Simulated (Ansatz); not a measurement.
**Rh (Rhodium, Fm-3m): thermal expansion from first principles**

Aim: the lattice, expansion, heat capacity and bulk modulus of Rhodium as it warms.

Program: Ansatz 0.2.0. Level of theory: DFT PBEsol, scalar-relativistic, plane waves, PAW. Results are calculated unless marked as measured.

The database entry behind the starting cell differs from later determinations by our own check (an axis about 0.2 % short against later determinations), so it need not match the best structure at ambient conditions.

## Step 1: The starting structure

Symmetry: Fm-3m, No. 225, cubic system. The conventional cell has a = 3.796 Å, b = 3.796 Å, c = 3.796 Å, α = 90.00°, β = 90.00°, γ = 90.00°. Rh has 12 Rh at 2.68 Å nearest.

## Step 2: Probe on a coarse mesh

A cheap single point shows whether the cell is a metal or an insulator and how far it is from rest; that sets the k-mesh and the occupations of what follows.

File input.yaml:

```yaml
crystal:
  lattice:
    - [0.0, 1.89785, 1.89785]
    - [1.89785, 0.0, 1.89785]
    - [1.89785, 1.89785, 0.0]
  atoms:
    - { symbol: Rh, position: [0.0, 0.0, 0.0] }
kpoints:
  mp_grid: { grid: [8, 8, 8] }
hamiltonian:
  xc: pbesol
scf:
  occupations: { method: gaussian, width: 0.1 }
  lower_state_search: "off"
output:
  forces: true
  stress: true
  eigenvalues: true
```

Launch:

```sh
$ ansatz run input.yaml --threads 4 --pin off --max-ram 16384MiB --backend cpu --events-out ev --progress --plain --runs-dir out
```

Numbers of over 12 decimals in the logs are rounded to 6 here.

Log:

```text
Engine: ansatz 0.2.0, aarch64-unknown-linux-gnu
Pseudopotentials: kind: paw
Pseudopotential: Rh, paw, valence charge 17, recommended cutoff 420 eV (normal), Rh.paw.azcp
Functional definition: PBEsol
  exchange = pbesol_x
  correlation = pbesol_c
Crystal: 1 atoms, lattice volume = 13.671 Å³
Basis set: ecut = 420 eV, 283 PW (Γ), exchange–correlation on 36×36×36 points (8 copies of the dense FFT grid, shifted against one another)
Bands: 13, of which v1, the nominal top of the filled ones, is band 9 counted from 1 (8 counted from 0)
Symmetry: 48 space group operations
Space group: Fm-3m (ITA 225), of the structure as read, at distance tolerance 2.4e-5 Å
k-points: 29 of 512
Non-local potential: Rh, projectors of the file, l = 0: 3, l = 1: 2, l = 2: 2, l = 3: 1
PAW form: soft (Blöchl's): semilocal exchange-correlation on the pseudo side does not see the compensation charge
PAW frozen core: Rh, regenerated for the run's functional, and the local potential with it (the file was generated under x = pbe(κ = 0.804, μ = 0.219515), c = pbe(β = 0.066725))
PAW one-centre angular grid: Rh, 590 points (default); XC on 64 Gauss nodes
Initial density: superposition of atomic densities (neutral atoms: chi_scale 0, normalization atom), corrected by the library's trained network
Initial wavefunctions: pseudopotential atomic-orbital guess
Functional: x = pbesol(κ = 0.804, μ = 0.123457), c = pbesol(β = 0.046)
SCF iter   1: F=—  HF=-6338.714618 eV  |F-HF|=—  |Δ(HF+E_count)|=         —  Δρ=8.70e-3  dr2=5.36e-3  ethr=1.77e-3  ⟨swp⟩=4.9  Hψ=2050  notcnv=0
preconditioner: auto → none  [metal: Δε(μ)=0.096 eV  Ē_g=14.052 eV  σ=0.100 eV  W_gap=0.48  n_scr=0 (ndim 8)  ℏωp=30.1 eV  f_vac=0.000  D(μ)=1.91/eV (n_scr^D=26)]
SCF iter   2: F=—  HF=-6338.713224 eV  |F-HF|=—  |Δ(HF+E_count)|=   1.39e-3  Δρ=3.45e-3  dr2=5.62e-4  ethr=3.15e-5  ⟨swp⟩=2.6  Hψ=821  notcnv=0
SCF iter   3: F=—  HF=-6338.713092 eV  |F-HF|=—  |Δ(HF+E_count)|=   1.32e-4  Δρ=1.78e-3  dr2=5.33e-5  ethr=3.31e-6  ⟨swp⟩=2.5  Hψ=555  notcnv=0
SCF iter   4: F=—  HF=-6338.713089 eV  |F-HF|=—  |Δ(HF+E_count)|=   2.60e-6  Δρ=1.11e-4  dr2=3.86e-7  ethr=3.14e-7  ⟨swp⟩=1.3  Hψ=441  notcnv=0
iter 5 did not close the SCF: its close was put off for the readings that it lacked (scf_convergence_deferred on its scf_iter line)
SCF iter   5: F=-6338.713089 eV  HF=-6338.713089 eV  |F-HF|=2.23e-9  |Δ(HF+E_count)|=   1.52e-7  Δρ=1.34e-5  dr2=8.02e-9  ethr=2.27e-9  ⟨swp⟩=2.2  Hψ=581  notcnv=0
SCF iter   6: F=-6338.713089 eV  HF=-6338.713089 eV  |F-HF|=1.64e-11  |Δ(HF+E_count)|=  9.25e-10  Δρ=2.07e-6  dr2=1.55e-10  ethr=4.72e-11  ⟨swp⟩=2.0  Hψ=1286  notcnv=0
SCF 1 converged in 6 iterations: F = -6338.713089 eV  dr2 = 1.55e-10
  greatest PAW one-centre occupation: 1.000 electrons in one spin orbital (limit 2), on the Rh atom at site 0 (counted from 0), in its partial waves of l = 0
SCF converged after 6 iterations
Free energy (F): -6338.713089 eV
Harris-Foulkes:  -6338.713089 eV  (|F-HF|=1.64e-11)
Internal energy: -6338.703308 eV  (E = F + TS)
E sigma→0 (E₀):  -6338.708199 eV
Entropy (-TS):   -0.009782 eV (-9.782 meV/atom)
Fermi energy:    22.445646 eV
--- Per-component energies (eV) ---
  E_band       = -84.662862
  E_kinetic    = 573.505856
  E_local      = -1557.255495  (includes V_loc(G=0)·N_el)
  E_nonlocal   = 356.515261
  E_hartree    = 546.183824
  E_xc         = -220.665109
  E_vxc        = -278.036211  (∫ρ·V_xc dr)
  E_paw        = -3523.908445  (= ΣΔE_a)
  E_vpaw       = -271.761208  (= ΣTr[D̂ρ^β])
  E_aug_tail   = 0.000800  (compensation charges beyond the density's cutoff)
  E_ewald      = -2513.356200
  E_core_change = 0.276200  (= ΣΔE_core)
  E_smearing   = -0.009782  (= −TS)
  E_closure    = -0.000000  (closes the sum)
  Σ components = -6338.713089   (vs F -6338.713089, Δ=0.00e0)
--- Forces (eV/Å), atoms counted from 1 ---
  atom   1  Rh     0.00000000     0.00000000     0.00000000
  max |Σ_I F_I| component: 5.75e-32 eV/Å
--- Stress (GPa, compression-positive) ---
       -2.671428      -0.000000      -0.000000
       -0.000000      -2.671428      -0.000000
       -0.000000       0.000000      -2.671428
  P = ⅓ Tr σ = -2.6714 GPa (-26.714 kbar)
--- Band table (eV; the first three rows and the last of 29) ---
  k-point 0: bands = [... 5 lower, 19.2978, 19.2978, 19.2978, 21.4418, 21.4418, 38.1225, 43.4894, 43.4894]
  k-point 1: bands = [... 5 lower, 19.0590, 19.5164, 19.5164, 21.3399, 21.3399, 38.9439, 41.0632, 44.3863]
  k-point 2: bands = [... 5 lower, 19.1485, 19.6696, 19.6696, 21.6010, 21.6010, 37.4161, 39.7371, 46.5478]
  k-point 28: bands = [... 5 lower, 18.5554, 18.5554, 21.2162, 23.4380, 32.0125, 32.0125, 33.6086, 35.0940]
```

Run time: 3.5 s. Hardware: 4 threads of Arm Neoverse V2, shared host; peak memory 0.31 GiB; 1.1 s of CPU time.

The column dr2 measures how far the density is from self-consistency, as an energy; F and HF (Harris–Foulkes) agree once it is small.

Numbers from this step:

| Item | Value |
| --- | --- |
| pressure | -2.671 GPa |
| volume per atom | 13.67 Å³/atom |
| gap on the k-mesh | 0 eV |

The start is under -2.7 GPa at this level and looks like a metal on this mesh.

## Step 3: Finding the static equilibrium

The vibrations must be taken about the equilibrium of this functional, not about the starting cell, so the structure is relaxed.

input.yaml, the sections that differ from step 2:

```yaml
kpoints:
  mp_grid: { grid: [18, 18, 18] }
output:
  forces: true
  stress: true
  eigenvalues: true
  write_density: true
  write_potential: true
  elf: true
  volumetric_format: npy
relax:
  adjacent_minimum: "off"
  f_tol: 0.005
  max_steps: 80
  cell: { stress_tol: 0.05 }
# crystal, hamiltonian, scf: as in step 2
```

Log:

```text
[...]
Crystal: 1 atoms, lattice volume = 13.671 Å³
Basis set: ecut = 420 eV, 283 PW (Γ), exchange–correlation on 36×36×36 points (8 copies of the dense FFT grid, shifted against one another)
Bands: 13, of which v1, the nominal top of the filled ones, is band 9 counted from 1 (8 counted from 0)
Symmetry: 48 space group operations
[...]
k-points: 195 of 5832
[...]
SCF iter   1: F=—  HF=-6338.750696 eV  |F-HF|=—  |Δ(HF+E_count)|=         —  Δρ=9.90e-3  dr2=1.10e-2  ethr=1.77e-3  ⟨swp⟩=4.9  Hψ=13968  notcnv=0
[...]
SCF iter   6: F=-6338.747256 eV  HF=-6338.747256 eV  |F-HF|=1.46e-10  |Δ(HF+E_count)|=  2.09e-10  Δρ=4.84e-6  dr2=5.49e-10  ethr=7.71e-11  ⟨swp⟩=5.9  Hψ=13845  notcnv=0
SCF 1 converged in 6 iterations: F = -6338.747256 eV  dr2 = 5.49e-10
[...]
relax step   1: F+E_penalty+E_count = -6338.74725639 eV  Δ(F+E_penalty+E_count) = +0.000e0 eV  max|allowed force component| = 0.000e0 eV/Å  Δτ_max = 0.0000 Å  P = -3.566 GPa  Ω = 13.671 Å³  (6 SCF iters, dr2 threshold 1.00e-7 eV, accepted)
Crystal: 1 atoms, lattice volume = 13.362 Å³
Basis set: ecut = 420 eV, 259 PW (Γ), exchange–correlation on 36×36×36 points (8 copies of the dense FFT grid, shifted against one another)
[...]
iter 1 solved again at ethr=3.90e-6 eV; its pass at ethr=3.10e-3 eV (dr2=6.64e-4 eV) is discarded
[...]
SCF iter   4: F=-6338.747978 eV  HF=-6338.747978 eV  |F-HF|=5.18e-8  |Δ(HF+E_count)|=   1.67e-6  Δρ=4.32e-5  dr2=5.60e-8  ethr=5.88e-10  ⟨swp⟩=6.7  Hψ=14284  notcnv=0
SCF 2 converged in 4 iterations: F = -6338.747978 eV  dr2 = 5.60e-8
relax step   2: F+E_penalty+E_count = -6338.74797766 eV  Δ(F+E_penalty+E_count) = -7.213e-4 eV  max|allowed force component| = 0.000e0 eV/Å  Δτ_max = 0.0000 Å  P = +3.167 GPa  Ω = 13.362 Å³  energy of the carried Pulay correction = +1.837e-4 eV  (4 SCF iters, dr2 threshold 1.00e-7 eV, accepted)
Crystal: 1 atoms, lattice volume = 13.506 Å³
[...]
SCF iter   4: F=-6338.749261 eV  HF=-6338.749261 eV  |F-HF|=9.65e-9  |Δ(HF+E_count)|=   2.79e-7  Δρ=1.88e-5  dr2=1.07e-8  ethr=5.88e-10  ⟨swp⟩=6.0  Hψ=13479  notcnv=0
SCF 3 converged in 4 iterations: F = -6338.749261 eV  dr2 = 1.07e-8
relax step   3: F+E_penalty+E_count = -6338.74926071 eV  Δ(F+E_penalty+E_count) = -1.283e-3 eV  max|allowed force component| = 0.000e0 eV/Å  Δτ_max = 0.0000 Å  P = -0.079 GPa  Ω = 13.506 Å³  energy of the carried Pulay correction = +9.783e-5 eV  (4 SCF iters, dr2 threshold 1.00e-7 eV, accepted)
[...]
relax step   4: F+E_penalty+E_count = -6338.74926371 eV  Δ(F+E_penalty+E_count) = -2.993e-6 eV  max|allowed force component| = 0.000e0 eV/Å  Δτ_max = 0.0000 Å  P = -0.002 GPa  Ω = 13.502 Å³  energy of the carried Pulay correction = +9.994e-5 eV  (2 SCF iters, dr2 threshold 1.57e-8 eV, accepted)
[...]
SCF iter   5: F=-6338.749167 eV  HF=-6338.749167 eV  |F-HF|=3.64e-12  |Δ(HF+E_count)|=  9.46e-11  Δρ=4.35e-7  dr2=2.76e-12  ethr=1.00e-12  ⟨swp⟩=4.0  Hψ=10252  notcnv=0
SCF 5 converged in 5 iterations: F = -6338.749167 eV  dr2 = 2.76e-12
relax step   5: F+E_penalty+E_count = -6338.74916711 eV  Δ(F+E_penalty+E_count) = +9.659e-5 eV  max|allowed force component| = 0.000e0 eV/Å  Δτ_max = 0.0000 Å  P = -0.001 GPa  Ω = 13.502 Å³  stress off target by 6.56e-4 GPa  SCF on the basis re-selected at this cell (its energy is not comparable with the rows above)  (5 SCF iters)
basis re-selected at this cell: Δ(F+E_penalty+E_count) = +9.659e-5 eV, ΔP = +0.001 GPa vs the last step (what re-selecting the basis moved, of the pressure what is left beyond the Pulay correction that the steps carried, after the strain that the cell walked since its last selection, with what the two solves' SCF thresholds leave and, on support functions, any second-order correction that the steps lacked; it is no measure of the basis error at this ecutwfc). This SCF's stress stands 6.56e-4 GPa from its target on what of the cell is left free (relax.cell.stress_tol is 5.00e-2 GPa) and its largest allowed force component is 0.00e0 eV/Å (relax.f_tol is 5.00e-3 eV/Å): [rest of the remark cut]
SCF converged after 5 iterations
Free energy (F): -6338.749167 eV
[...]
Internal energy: -6338.742575 eV  (E = F + TS)
E sigma→0 (E₀):  -6338.745871 eV
Entropy (-TS):   -0.006592 eV (-6.592 meV/atom)
Fermi energy:    22.775356 eV
[...]
--- Stress (GPa, compression-positive) ---
       -0.000656      -0.000000      -0.000000
       -0.000000      -0.000656      -0.000000
       -0.000000      -0.000000      -0.000656
  P = ⅓ Tr σ = -0.0007 GPa (-0.007 kbar)
--- Band table (eV; the first three rows and the last of 195) ---
  k-point 0: bands = [... 5 lower, 19.5773, 19.5773, 19.5773, 21.7500, 21.7500, 38.4790, 43.9014, 43.9014]
  k-point 1: bands = [... 5 lower, 19.5197, 19.6279, 19.6279, 21.7212, 21.7212, 38.6648, 43.2446, 44.0857]
  k-point 2: bands = [... 5 lower, 19.3755, 19.7602, 19.7602, 21.6589, 21.6589, 39.1653, 41.8556, 44.6270]
  k-point 194: bands = [... 5 lower, 18.3784, 19.3257, 21.5917, 23.7941, 31.6916, 33.1802, 34.1040, 35.5675]
--- Relaxed structure (4 steps of the walk, 4 accepted, 1 SCFs on fresh bases) ---
  F+E_penalty+E_count = -6338.74916711 eV   max|allowed force component| = 0.000e0 eV/Å   (the final SCF, on the basis selected at the relaxed cell)
  cell:  # Å, volume = 13.5023 Å³
    - [0, 1.889990, 1.889990]
    - [1.889990, 0, 1.889990]
    - [1.889990, 1.889990, 0]
  atoms:
    - { symbol: Rh, position: [0.0, 0.0, 0.0] }
```

It took 2.9 s on 4 threads; peak memory 0.38 GiB; 10 s of CPU time.

The steps of the relaxation:

| step | energy less that of the first step (eV) | largest force component (eV/Å) | pressure (GPa) | volume (Å³) |
| --- | --- | --- | --- | --- |
| 1 | 0.0000 | 0.0000 | -3.57 | 13.67 |
| 2 | -0.0007 | 0.0000 | 3.17 | 13.36 |
| 3 | -0.0020 | 0.0000 | -0.08 | 13.51 |
| 4 | -0.0020 | 0.0000 | 0.00 | 13.50 |
| 5* | -0.0019 | 0.0000 | 0.00 | 13.50 |

Relaxation steps marked * repeat the geometry before them on a plane-wave basis chosen anew for their cell, so energy and pressure can jump there.

| conventional cell, symmetrised | before | after | change |
| --- | --- | --- | --- |
| a (Å) | 3.796 | 3.780 | -0.4 % |
| b (Å) | 3.796 | 3.780 | -0.4 % |
| c (Å) | 3.796 | 3.780 | -0.4 % |
| volume (Å³/atom) | 13.67 | 13.50 | -1.2 % |

The relaxed structure:

```
Rh
1.0
     0.00000    1.88999    1.88999
     1.88999    0.00000    1.88999
     1.88999    1.88999    0.00000
Rh
1
Direct
  0.00000 0.00000 0.00000
```

Numbers from this step:

- pressure: -6.56e-4 GPa
- volume per atom: 13.50 Å³/atom

Electrostatic potential energy in the ac plane of the conventional cell at fractional y = 0.000, with atoms of Rh within 0.2 Å of it. With pseudopotentials it is smooth inside the atoms' cores, unlike the true potential.

Ten even steps from '0' (-73 eV) to '9' (26 eV), each cell a mean:
```
01479999998620
23689999999753
67899999999986
99999766789999
99997522368999
99986200137999
99985200037999
99996311248999
99998644579999
88999888899988
45799999999864
12489999999631
00379999998520
```
Columns run along a (3.8 Å; values clipped at the 3rd and 97th percentile), rows up along c (3.8 Å), edges of the conventional cell, whose origin can differ from the input's. Atoms in or near the plane, at fractional coordinates: Rh at (0.00, 0.00), Rh at (0.50, 0.50).

ELF in the ac plane of the conventional cell at fractional y = 0.000, with atoms of Rh within 0.2 Å of it. It is the smooth field of the valence electrons, not physical close to the nuclei.

Ten even steps from '0' (0.19) to '9' (0.77), each cell a mean:
```
99730000001589
87410000001258
43111001001124
10011244321101
00002588741000
00015899973000
00015899973000
00014799862000
00011466521100
22111122111112
75311000001146
98620000001479
99730000001589
```
Columns run along a (3.8 Å), rows up along c (3.8 Å), edges of the conventional cell, whose origin can differ from the input's. Atoms in or near the plane, at fractional coordinates: Rh at (0.00, 0.00), Rh at (0.50, 0.50).

Valence density in the ac plane of the conventional cell at fractional y = 0.000, with atoms of Rh within 0.2 Å of it. It is the smooth field of the valence electrons, not physical close to the nuclei.

Ten even steps from '0' (0 e/Å³) to '9' (14 e/Å³), each cell a mean:
```
86300000000147
43100000000023
10000000000001
00000011100000
00000244310000
00001478630000
00001589730000
00001356420000
00000122100000
00000000000000
21000000000012
64200000000136
97300000000158
```
Columns run along a (3.8 Å), rows up along c (3.8 Å), edges of the conventional cell, whose origin can differ from the input's. Atoms in or near the plane, at fractional coordinates: Rh at (0.00, 0.00), Rh at (0.50, 0.50).

The relaxation ends with a pressure of 0.00 GPa.

(Continued in part 2 of 4.)

[Logs are printed without paths, hosts, clocks, repeated set-up lines and the standing remarks that a program may print on its own settings, such as how far it seeks lower states.]

[Hosts, paths, dates, database ids (printed as entryN), source tags and the programs' standing remarks are cut or masked in the printed files.]

[A step with changed settings may run another functional than the one named; its input shows which.]
